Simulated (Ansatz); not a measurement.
**Ni wire along [100], 16 atoms a period: bands along the axis**

What gap, if any, does the Ni wire along [100], 16 atoms a period have, and how many channels would it open?

Method: DFT PBE, plane waves, PAW; relaxation of a wire's period; PAW set soft_1, in the first sound run; inputs show where later runs differ, in Ansatz 0.2.0.

### Step 1. Set-up

The cell holds 16 atoms: 16 Ni. Cell: a = 12.080 Å, b = 12.080 Å, c = 3.520 Å, α = 90.0°, β = 90.0°, γ = 90.0°. Vacuum lies along a and b. The structure's axis is c.

### Step 2. Relaxation of atoms and period

Band widths follow the bond lengths, so the wire is relaxed first. The atoms and the third cell vector are free; the box across stays fixed as vacuum. Moments are seeded so that a magnetic state can form if it lies lower. A Fermi-Dirac smearing is set since the result may be a metal. The pressure printed is a third of the stress's trace over the whole box, vacuum included; only the stress along the axis is relaxed.

The input, input.yaml:

```yaml
crystal:
  lattice:
    - [12.08, 0.0, 0.0]
    - [0.0, 12.08, 0.0]
    - [0.0, 0.0, 3.52]
  atoms:
    - { symbol: Ni, position: [0.281456954, 0.281456954, 0.0], spin: 0.8 }
    - { symbol: Ni, position: [0.281456954, 0.572847682, 0.0], spin: 0.8 }
    - { symbol: Ni, position: [0.427152318, 0.427152318, 0.0], spin: 0.8 }
    - { symbol: Ni, position: [0.427152318, 0.718543046, 0.0], spin: 0.8 }
    - { symbol: Ni, position: [0.572847682, 0.281456954, 0.0], spin: 0.8 }
    - { symbol: Ni, position: [0.572847682, 0.572847682, 0.0], spin: 0.8 }
    - { symbol: Ni, position: [0.718543046, 0.427152318, 0.0], spin: 0.8 }
    - { symbol: Ni, position: [0.718543046, 0.718543046, 0.0], spin: 0.8 }
    - { symbol: Ni, position: [0.281456954, 0.427152318, 0.5], spin: 0.8 }
    - { symbol: Ni, position: [0.281456954, 0.718543046, 0.5], spin: 0.8 }
    - { symbol: Ni, position: [0.427152318, 0.281456954, 0.5], spin: 0.8 }
    - { symbol: Ni, position: [0.427152318, 0.572847682, 0.5], spin: 0.8 }
    - { symbol: Ni, position: [0.572847682, 0.427152318, 0.5], spin: 0.8 }
    - { symbol: Ni, position: [0.572847682, 0.718543046, 0.5], spin: 0.8 }
    - { symbol: Ni, position: [0.718543046, 0.281456954, 0.5], spin: 0.8 }
    - { symbol: Ni, position: [0.718543046, 0.572847682, 0.5], spin: 0.8 }
magnetization:
  spin_polarized: true
kpoints:
  mp_grid: { grid: [1, 1, 23] }
scf:
  occupations: { method: fermi_dirac, width: 0.05 }
hamiltonian:
  xc: pbe
  pseudopotentials: { kind: paw, azcp: { folder: soft_1 } }
relax:
  cell: { fix: [a, b, alpha, beta, gamma] }
  max_steps: 45
  f_tol: 0.03
```

Command:

```console
$ ansatz run input.yaml --threads 4 --pin off --max-ram 16384MiB --backend cpu --events-out ev --progress --plain --runs-dir out
```

Numbers of over 12 decimals in the logs are rounded to 6 here.

The log of the run:

```text
Engine: ansatz 0.2.0, aarch64-unknown-linux-gnu
Pseudopotentials: kind: paw
Pseudopotential: Ni, paw, valence charge 18, recommended cutoff 420 eV (normal), soft_1/Ni.paw.azcp
Functional definition: PBE
  parameter kappa = 0.804
  parameter beta = 0.066725
  exchange = pbe_x(kappa = kappa, mu = beta*pi^2/3)
  correlation = pbe_c(beta = beta)
Crystal: 16 atoms, lattice volume = 513.661 Å³
Basis set: ecut = 420 eV, 9979 PW (Γ), exchange–correlation on 162×162×48 points (8 copies of the dense FFT grid, shifted against one another)
Bands: 181, of which v1, the nominal top of the filled ones, is band 144 counted from 1 (143 counted from 0)
Symmetry: 16 space group operations
Space group: P42/mcm (ITA 132), of the structure as read, at distance tolerance 8.0e-5 Å
Magnetic group: BNS 132.447 (UNI 1107), of the structure as read, at distance tolerance 8.0e-5 Å
k-points: 12 of 23
Non-local potential: Ni, projectors of the file, l = 0: 3, l = 1: 2, l = 2: 3, l = 3: 1
PAW form: soft (Blöchl's): semilocal exchange-correlation on the pseudo side does not see the compensation charge
PAW one-centre angular grid: Ni, 590 points (default); XC on 64 Gauss nodes
Initial density: superposition of atomic densities (neutral atoms: chi_scale 0, normalization atom)
Starting moments: Σ|m| = 12.8 μB on 16 of 16 sites
Initial wavefunctions: pseudopotential atomic-orbital guess
Functional: x = pbe(κ = 0.804, μ = 0.219515), c = pbe(β = 0.066725)
SCF iter   1: F=—  HF=-93406.645421 eV  |F-HF|=—  |Δ(HF+E_count)|=         —  Δρ=2.36e-2 (↑2.36e-2 ↓1.72e-2)  dr2=2.94e1  dr2_m=7.34e-1  M=12.929 μB ∫|m|=13.541 μB  β_m=0.30  ethr=3.10e-3  ⟨swp⟩=7.6  Hψ=18736  notcnv=0  defer=190
Mixer restart at iter 1: flushing history
preconditioner: auto → LDOS  [metal: Δε(μ)=0.007 eV  Ē_g=6.253 eV  σ=0.050 eV  W_gap=0.04  n_scr=142 (ndim 8)  ℏωp=20.7 eV  f_vac=0.519  D(μ)=46.70/eV (n_scr^D=572)]
spin=Collinear: LDOS preconditioning applied to the charge; magnetization (m = ρ↑ − ρ↓) channel mixes plain (no charge-response kernel on spin).
SCF iter   2: F=—  HF=-93409.564524 eV  |F-HF|=—  |Δ(HF+E_count)|=    2.92e0  Δρ=2.05e-2 (↑2.05e-2 ↓9.12e-3)  dr2=6.58e0  dr2_m=4.66e-1  M=13.007 μB ∫|m|=13.822 μB  β_m=0.38  ethr=3.10e-3  ⟨swp⟩=2.4  Hψ=7196  notcnv=0  defer=490
SCF iter   3: F=—  HF=-93417.272621 eV  |F-HF|=—  |Δ(HF+E_count)|=    7.71e0  Δρ=8.17e-3 (↑5.97e-3 ↓8.17e-3)  dr2=5.06e-1  dr2_m=1.66e-1  M=13.060 μB ∫|m|=14.114 μB  β_m=0.41  ethr=2.28e-3  ⟨swp⟩=2.9  Hψ=7230  notcnv=0  defer=485
SCF iter   4: F=—  HF=-93419.891509 eV  |F-HF|=—  |Δ(HF+E_count)|=    2.62e0  Δρ=5.66e-3 (↑5.66e-3 ↓3.01e-3)  dr2=2.95e-1  dr2_m=2.99e-2  M=12.762 μB ∫|m|=14.050 μB  β_m=0.63  ethr=1.76e-4  ⟨swp⟩=2.8  Hψ=6740  notcnv=0  defer=484
SCF iter   5: F=—  HF=-93421.405552 eV  |F-HF|=—  |Δ(HF+E_count)|=         —  Δρ=5.52e-3 (↑4.16e-3 ↓5.52e-3)  dr2=1.04e-1  dr2_m=8.94e-2  M=11.829 μB ∫|m|=13.413 μB  β_m=0.63  ethr=1.02e-4  ⟨swp⟩=3.6  Hψ=8881  notcnv=0  defer=484
SCF iter   6: F=—  HF=-93421.412408 eV  |F-HF|=—  |Δ(HF+E_count)|=   6.86e-3  Δρ=5.85e-3 (↑1.22e-3 ↓5.85e-3)  dr2=1.29e-1  dr2_m=3.99e-2  M=11.558 μB ∫|m|=13.163 μB  β_m=0.80  ethr=3.62e-5  ⟨swp⟩=2.0  Hψ=7175  notcnv=0  defer=509
SCF iter   7: F=—  HF=-93421.478962 eV  |F-HF|=—  |Δ(HF+E_count)|=   6.66e-2  Δρ=2.60e-3 (↑2.26e-3 ↓2.60e-3)  dr2=6.59e-2  dr2_m=2.93e-3  M=11.555 μB ∫|m|=13.176 μB  β_m=0.71  ethr=3.62e-5  ⟨swp⟩=2.4  Hψ=7708  notcnv=0  defer=509
SCF iter   8: F=—  HF=-93421.471768 eV  |F-HF|=—  |Δ(HF+E_count)|=   7.19e-3  Δρ=8.08e-4 (↑3.00e-4 ↓8.08e-4)  dr2=4.13e-3  dr2_m=8.66e-4  M=11.330 μB ∫|m|=12.990 μB  β_m=0.69  ethr=2.29e-5  ⟨swp⟩=2.0  Hψ=6680  notcnv=0  defer=509
SCF iter   9: F=—  HF=-93421.472234 eV  |F-HF|=—  |Δ(HF+E_count)|=   4.67e-4  Δρ=2.08e-4 (↑1.48e-4 ↓2.08e-4)  dr2=1.22e-4  dr2_m=1.33e-4  M=11.285 μB ∫|m|=12.956 μB  β_m=0.85  ethr=1.43e-6  ⟨swp⟩=2.1  Hψ=6361  notcnv=0  defer=509
SCF iter  10: F=—  HF=-93421.472383 eV  |F-HF|=—  |Δ(HF+E_count)|=   1.49e-4  Δρ=2.01e-4 (↑1.18e-4 ↓2.01e-4)  dr2=1.51e-4  dr2_m=9.81e-5  M=11.284 μB ∫|m|=12.953 μB  β_m=0.77  ethr=4.24e-8  ⟨swp⟩=3.0  Hψ=8258  notcnv=0  defer=509
SCF iter  11: F=—  HF=-93421.472374 eV  |F-HF|=—  |Δ(HF+E_count)|=   9.69e-6  Δρ=5.62e-5 (↑3.75e-5 ↓5.62e-5)  dr2=2.98e-5  dr2_m=4.21e-6  M=11.287 μB ∫|m|=12.957 μB  β_m=0.70  ethr=4.24e-8  ⟨swp⟩=2.0  Hψ=6278  notcnv=0  defer=509
SCF iter  12: F=—  HF=-93421.472363 eV  |F-HF|=—  |Δ(HF+E_count)|=   1.10e-5  Δρ=3.16e-5 (↑1.04e-5 ↓3.16e-5)  dr2=2.97e-6  dr2_m=1.28e-6  M=11.288 μB ∫|m|=12.958 μB  β_m=0.85  ethr=1.03e-8  ⟨swp⟩=2.0  Hψ=6226  notcnv=0  defer=509
SCF iter  13: F=—  HF=-93421.472366 eV  |F-HF|=—  |Δ(HF+E_count)|=   3.88e-6  Δρ=2.33e-5 (↑1.08e-5 ↓2.33e-5)  dr2=2.64e-6  dr2_m=4.44e-7  M=11.286 μB ∫|m|=12.957 μB  β_m=0.86  ethr=1.03e-9  ⟨swp⟩=2.4  Hψ=7910  notcnv=0  defer=509
SCF iter  14: F=—  HF=-93421.472367 eV  |F-HF|=—  |Δ(HF+E_count)|=   6.87e-7  Δρ=1.89e-5 (↑1.14e-5 ↓1.89e-5)  dr2=2.68e-6  dr2_m=1.62e-7  M=11.285 μB ∫|m|=12.957 μB  β_m=0.73  ethr=9.17e-10  ⟨swp⟩=2.4  Hψ=7908  notcnv=0  defer=509
SCF iter  15: F=—  HF=-93421.472367 eV  |F-HF|=—  |Δ(HF+E_count)|=   4.12e-7  Δρ=7.37e-6 (↑5.37e-6 ↓7.37e-6)  dr2=5.61e-7  dr2_m=5.21e-8  M=11.285 μB ∫|m|=12.957 μB  β_m=0.85  ethr=9.17e-10  ⟨swp⟩=2.0  Hψ=5600  notcnv=0  defer=509
SCF iter  16: F=—  HF=-93421.472367 eV  |F-HF|=—  |Δ(HF+E_count)|=   3.82e-8  Δρ=2.91e-6 (↑1.64e-6 ↓2.91e-6)  dr2=4.41e-8  dr2_m=7.72e-9  M=11.285 μB ∫|m|=12.957 μB  β_m=0.93  ethr=1.95e-10  ⟨swp⟩=2.0  Hψ=6219  notcnv=0  defer=509
SCF iter  17: F=-93421.472367 eV  HF=-93421.472367 eV  |F-HF|=1.20e-8  |Δ(HF+E_count)|=   5.41e-9  Δρ=1.35e-6 (↑6.18e-7 ↓1.35e-6)  dr2=1.42e-8  dr2_m=1.12e-9  M=11.285 μB ∫|m|=12.957 μB  ethr=1.53e-11  ⟨swp⟩=2.6  Hψ=15035  notcnv=0
SCF 1 converged in 17 iterations: F = -93421.472367 eV  dr2 = 1.42e-8
  greatest PAW one-centre occupation: 1.001 electrons in one spin orbital (limit 2), on the Ni atom at site 14 (counted from 0), in its partial waves of l = 1
relax step   1: F+E_penalty+E_count = -93421.47236665 eV  Δ(F+E_penalty+E_count) = +0.000e0 eV  max|allowed force component| = 6.583e-1 eV/Å  Δτ_max = 0.0000 Å  P = -3.827 GPa  Ω = 513.661 Å³  fix = [a, b, alpha, beta, gamma]  reactions: a -3.080, b -3.080 GPa  (17 SCF iters, dr2 threshold 1.00e-7 eV, accepted)
Crystal: 16 atoms, lattice volume = 501.478 Å³
Basis set: ecut = 420 eV, 9811 PW (Γ), exchange–correlation on 162×162×48 points (8 copies of the dense FFT grid, shifted against one another)
Initial density: handed on by an earlier stage of this run
[...]
SCF iter   5: F=—  HF=-93424.829804 eV  |F-HF|=—  |Δ(HF+E_count)|=   1.61e-4  Δρ=1.12e-4 (↑1.12e-4 ↓9.31e-5)  dr2=1.12e-4  dr2_m=7.15e-6  M=10.977 μB ∫|m|=12.399 μB  β_m=0.62  ethr=5.59e-8  ⟨swp⟩=2.1  Hψ=8382  notcnv=0
SCF iter   6: F=—  HF=-93424.829801 eV  |F-HF|=—  |Δ(HF+E_count)|=   2.37e-6  Δρ=5.39e-5 (↑5.39e-5 ↓2.96e-5)  dr2=1.56e-5  dr2_m=1.31e-6  M=10.974 μB ∫|m|=12.394 μB  β_m=0.54  ethr=2.28e-8  ⟨swp⟩=2.7  Hψ=8693  notcnv=0
SCF iter   7: F=—  HF=-93424.829798 eV  |F-HF|=—  |Δ(HF+E_count)|=   3.22e-6  Δρ=1.69e-5 (↑9.55e-6 ↓1.69e-5)  dr2=7.52e-7  dr2_m=4.88e-7  M=10.972 μB ∫|m|=12.392 μB  β_m=0.68  ethr=3.17e-9  ⟨swp⟩=2.5  Hψ=6969  notcnv=0
SCF iter   8: F=—  HF=-93424.829799 eV  |F-HF|=—  |Δ(HF+E_count)|=   5.21e-7  Δρ=7.83e-6 (↑7.83e-6 ↓2.98e-6)  dr2=3.39e-7  dr2_m=4.40e-8  M=10.973 μB ∫|m|=12.392 μB  β_m=0.58  ethr=1.53e-10  ⟨swp⟩=2.6  Hψ=7649  notcnv=0
SCF iter   9: F=—  HF=-93424.829799 eV  |F-HF|=—  |Δ(HF+E_count)|=   6.30e-8  Δρ=2.68e-6 (↑2.68e-6 ↓2.38e-6)  dr2=1.83e-8  dr2_m=1.49e-8  M=10.973 μB ∫|m|=12.392 μB  β_m=0.79  ethr=6.89e-11  ⟨swp⟩=2.0  Hψ=6280  notcnv=0
SCF iter  10: F=—  HF=-93424.829799 eV  |F-HF|=—  |Δ(HF+E_count)|=   9.97e-9  Δρ=1.08e-6 (↑1.08e-6 ↓4.84e-7)  dr2=5.34e-9  dr2_m=8.09e-10  M=10.973 μB ∫|m|=12.392 μB  β_m=0.88  ethr=3.73e-12  ⟨swp⟩=3.1  Hψ=9413  notcnv=0
SCF iter  11: F=—  HF=-93424.829799 eV  |F-HF|=—  |Δ(HF+E_count)|=   6.66e-9  Δρ=5.93e-7 (↑5.93e-7 ↓2.87e-7)  dr2=2.60e-9  dr2_m=2.69e-10  M=10.973 μB ∫|m|=12.392 μB  β_m=0.72  ethr=1.09e-12  ⟨swp⟩=2.5  Hψ=7770  notcnv=0
SCF iter  12: F=—  HF=-93424.829799 eV  |F-HF|=—  |Δ(HF+E_count)|=  8.73e-11  Δρ=2.59e-7 (↑2.59e-7 ↓2.16e-7)  dr2=2.82e-10  dr2_m=1.35e-10  M=10.973 μB ∫|m|=12.392 μB  β_m=0.86  ethr=1.00e-12  ⟨swp⟩=2.0  Hψ=6091  notcnv=0
SCF iter  13: F=—  HF=-93424.829799 eV  |F-HF|=—  |Δ(HF+E_count)|=  2.91e-11  Δρ=2.01e-7 (↑2.01e-7 ↓1.16e-7)  dr2=2.41e-10  dr2_m=3.74e-11  M=10.973 μB ∫|m|=12.392 μB  β_m=0.79  ethr=1.00e-12  ⟨swp⟩=1.1  Hψ=4346  notcnv=0
SCF iter  14: F=—  HF=-93424.829799 eV  |F-HF|=—  |Δ(HF+E_count)|=  5.82e-11  Δρ=8.15e-8 (↑6.46e-8 ↓8.15e-8)  dr2=3.41e-11  dr2_m=4.56e-12  M=10.973 μB ∫|m|=12.392 μB  β_m=0.76  ethr=1.00e-12  ⟨swp⟩=1.0  Hψ=4344  notcnv=0
SCF iter  15: F=—  HF=-93424.829799 eV  |F-HF|=—  |Δ(HF+E_count)|=    0.00e0  Δρ=1.90e-7 (↑7.36e-8 ↓1.90e-7)  dr2=2.31e-10  dr2_m=1.44e-11  M=10.973 μB ∫|m|=12.392 μB  β_m=0.64  ethr=1.00e-12  ⟨swp⟩=1.0  Hψ=4344  notcnv=0
SCF iter  16: F=-93424.829799 eV  HF=-93424.829799 eV  |F-HF|=7.28e-11  |Δ(HF+E_count)|=  8.73e-11  Δρ=1.01e-7 (↑2.95e-8 ↓1.01e-7)  dr2=6.53e-11  dr2_m=4.81e-12  M=10.973 μB ∫|m|=12.392 μB  ethr=1.00e-12  ⟨swp⟩=2.9  Hψ=12901  notcnv=0
SCF 12 converged in 16 iterations: F = -93424.829799 eV  dr2 = 6.53e-11
relax step  12: F+E_penalty+E_count = -93424.82979851 eV  Δ(F+E_penalty+E_count) = +3.977e-2 eV  max|allowed force component| = 3.145e-3 eV/Å  Δτ_max = 0.0000 Å  P = +0.019 GPa  Ω = 356.845 Å³  fix = [a, b, alpha, beta, gamma]  reactions: a +0.031, b +0.031 GPa  stress off target by 4.52e-3 GPa on what of the cell is left free  SCF on the basis re-selected at this cell (its energy is not comparable with the rows above)  (16 SCF iters)
basis re-selected at this cell: Δ(F+E_penalty+E_count) = +3.977e-2 eV, ΔP = +0.006 GPa vs the last step (what re-selecting the basis moved, of the pressure what is left beyond the Pulay correction that the steps carried, after the strain that the cell walked since its last selection, with what the two solves' SCF thresholds leave and, on support functions, any second-order correction that the steps lacked; it is no measure of the basis error at this ecutwfc). The dense FFT grid was sized anew with the basis: this SCF ran on 81×81×18 points, the steps before it on 81×81×24, so part of this shift can come from that change (see relax.cell in the input reference). [rest of the remark cut]
SCF converged after 16 iterations
Magnetization: 10.9725 μB (149.4863 up, 138.5137 down)
Absolute magnetization: 12.4093 μB (∫|ρ↑−ρ↓|, with the PAW one-centre terms)
Spin contamination: 0.1679 ħ² per cell (⟨S²⟩ above its minimum at these occupations)
Per-site moments (μB) at R_I (Å): [(0.739221, 0.980029), (0.701791, 0.980029), (0.732363, 1.001940), (0.701791, 0.980029), (0.701791, 0.980029), (0.732363, 1.001940), (0.701791, 0.980029), (0.739221, 0.980029), (0.701791, 0.980029), (0.739221, 0.980029), (0.701791, 0.980029), (0.732363, 1.001940), (0.732363, 1.001940), (0.701791, 0.980029), (0.739221, 0.980029), (0.701791, 0.980029)]
Free energy (F): -93424.829799 eV
Harris-Foulkes:  -93424.829799 eV  (|F-HF|=7.28e-11)
Internal energy: -93424.604570 eV  (E = F + TS)
E sigma→0 (E₀):  -93424.717184 eV
Entropy (-TS):   -0.225229 eV (-14.077 meV/atom)
Fermi energy:    6.431982 eV
--- Per-component energies (eV) ---
  E_band       = -7856.198412
  E_kinetic    = 5422.101189
  E_local      = -165167.353827  (includes V_loc(G=0)·N_el)
  E_nonlocal   = -1854.203316
  E_hartree    = 82841.582519
  E_xc         = -1789.548633
  E_vxc        = -2307.258375  (∫ρ·V_xc dr)
  E_paw        = -26534.243446  (= ΣΔE_a)
  E_vpaw       = -9632.665881  (= ΣTr[D̂ρ^β])
  E_aug_tail   = 0.015657  (compensation charges beyond the density's cutoff)
  E_ewald      = 13657.045287
  E_smearing   = -0.225229  (= −TS)
  E_closure    = 0.000000  (closes the sum)
  Σ components = -93424.829799   (vs F -93424.829799, Δ=0.00e0)
--- Forces (eV/Å), atoms counted from 1 ---
  atom   1  Ni    -0.00314516    -0.00314516     0.00000000
  atom   2  Ni     0.00239113    -0.00165095     0.00000000
  atom   3  Ni    -0.00178244    -0.00178244     0.00000000
  atom   4  Ni     0.00165095    -0.00239113     0.00000000
  atom   5  Ni    -0.00165095     0.00239113     0.00000000
  atom   6  Ni     0.00178244     0.00178244     0.00000000
  atom   7  Ni    -0.00239113     0.00165095     0.00000000
  atom   8  Ni     0.00314516     0.00314516     0.00000000
  atom   9  Ni     0.00239113     0.00165095     0.00000000
  atom  10  Ni    -0.00314516     0.00314516     0.00000000
  atom  11  Ni     0.00165095     0.00239113     0.00000000
  atom  12  Ni    -0.00178244     0.00178244     0.00000000
  atom  13  Ni     0.00178244    -0.00178244     0.00000000
  atom  14  Ni    -0.00165095    -0.00239113     0.00000000
  atom  15  Ni     0.00314516    -0.00314516     0.00000000
  atom  16  Ni    -0.00239113    -0.00165095     0.00000000
  max |Σ_I F_I| component: 2.17e-18 eV/Å
--- Stress (GPa, compression-positive) ---
        0.031250       0.000000       0.000000
        0.000000       0.031250       0.000000
        0.000000       0.000000      -0.004516
  P = ⅓ Tr σ = 0.0193 GPa (0.193 kbar)
--- Relaxed structure (11 steps of the walk, 11 accepted, 1 SCFs on fresh bases) ---
  F+E_penalty+E_count = -93424.82979851 eV   max|allowed force component| = 3.145e-3 eV/Å   (the final SCF, on the basis selected at the relaxed cell)
  cell:  # Å, volume = 356.8449 Å³
    - [12.08, 0.0, 0.0]
    - [0.0, 12.08, 0.0]
    - [0.0, 0.0, 2.445376]
  atoms:
    - { symbol: Ni, position: [0.246202, 0.246202, 0.0] }
    - { symbol: Ni, position: [0.238874, 0.585327, 0.0] }
    - { symbol: Ni, position: [0.412601, 0.412601, 0.0] }
    - { symbol: Ni, position: [0.414673, 0.761126, 0.0] }
    - { symbol: Ni, position: [0.585327, 0.238874, 0.0] }
    - { symbol: Ni, position: [0.587399, 0.587399, 0.0] }
    - { symbol: Ni, position: [0.761126, 0.414673, 0.0] }
    - { symbol: Ni, position: [0.753798, 0.753798, 0.0] }
    - { symbol: Ni, position: [0.238874, 0.414673, 0.5] }
    - { symbol: Ni, position: [0.246202, 0.753798, 0.5] }
    - { symbol: Ni, position: [0.414673, 0.238874, 0.5] }
    - { symbol: Ni, position: [0.412601, 0.587399, 0.5] }
    - { symbol: Ni, position: [0.587399, 0.412601, 0.5] }
    - { symbol: Ni, position: [0.585327, 0.761126, 0.5] }
    - { symbol: Ni, position: [0.753798, 0.246202, 0.5] }
    - { symbol: Ni, position: [0.761126, 0.585327, 0.5] }
```

Run time: 16 min. Hardware: 4 threads of Arm Neoverse V2, shared host; peak memory 2.9 GiB.

[end of part 1 of 2]

[Logs are printed without paths, hosts, clocks, repeated set-up lines and the standing remarks that a program may print on its own settings, such as how far it seeks lower states.]

[Hosts, paths, dates, database ids (printed as entryN), source tags and the programs' standing remarks are cut or masked in the printed files.]
